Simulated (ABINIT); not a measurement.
An input for ABINIT 10.8.3 (Cl (Cmce)):

```
acell 3*1.0 Angstrom
rprim 
  3.145000000000 -2.250000000000 0.000000000000
  3.145000000000 2.250000000000 0.000000000000
  0.000000000000 0.000000000000 8.210000000000
ntypat 1
znucl 17
natom 4
typat 1 1 1 1
xred 
  0.870000000000 0.130000000000 0.100000000000
  0.630000000000 0.370000000000 0.600000000000
  0.130000000000 0.870000000000 0.900000000000
  0.370000000000 0.630000000000 0.400000000000
pp_dirpath "pseudos"
pseudos "Cl.upf"
ecut 25
ngkpt 6 6 4
nshiftk 1
shiftk 0.5 0.5 0.5
chksymbreak 0
ndtset 3
nband 14
occopt 1
istwfk *1
nstep 60
tolwfr1 1e-18
iscf2 -3
rfelfd2 2
kptopt2 2
getwfk2 1
tolwfr2 1e-18
rfelfd3 3
kptopt3 2
getwfk3 1
getddk3 2
tolvrs3 1e-08
rfdir 1 1 1
nqpt2 1
nqpt3 1
qpt 0 0 0
prtwf3 0
prtden 0
optforces1 0
optstress1 0
kptopt1 1
indata_prefix "in"
outdata_prefix "out"
tmpdata_prefix "tmp"
```

```sh
OMP_NUM_THREADS=1 mpirun -n 8 abinit run.abi > log
```

Q: Estimate wall time and host memory on 8 MPI ranks of Arm Neoverse V2, shared host.

It took 1.8 min; on shared hardware allow 54 s to 3.6 min. Peak host memory was 0.94 GiB.

[Paths, hosts, dates, memory and timing lines, banners, echoed tables and standing remarks are left out of the program output.]

[Logs are printed without paths, hosts, clocks, repeated set-up lines and the standing remarks that a program may print on its own settings, such as how far it seeks lower states.]

[Runs of the session that timed out or met a known fault of the program may be left out.]

[Hosts, paths, dates, database ids (printed as entryN), source tags and the programs' standing remarks are cut or masked in the printed files.]

[G0W0 gaps are taken among the corrected bands and points alone; a level outside them can change the order at an edge.]

[Where Ansatz stands beside ABINIT at settings called matched, ABINIT's density can come from a denser mesh and the files from another edition; pairs whose starting gaps differed by over 0.03 eV were left out, so agreement reads better than it is.]
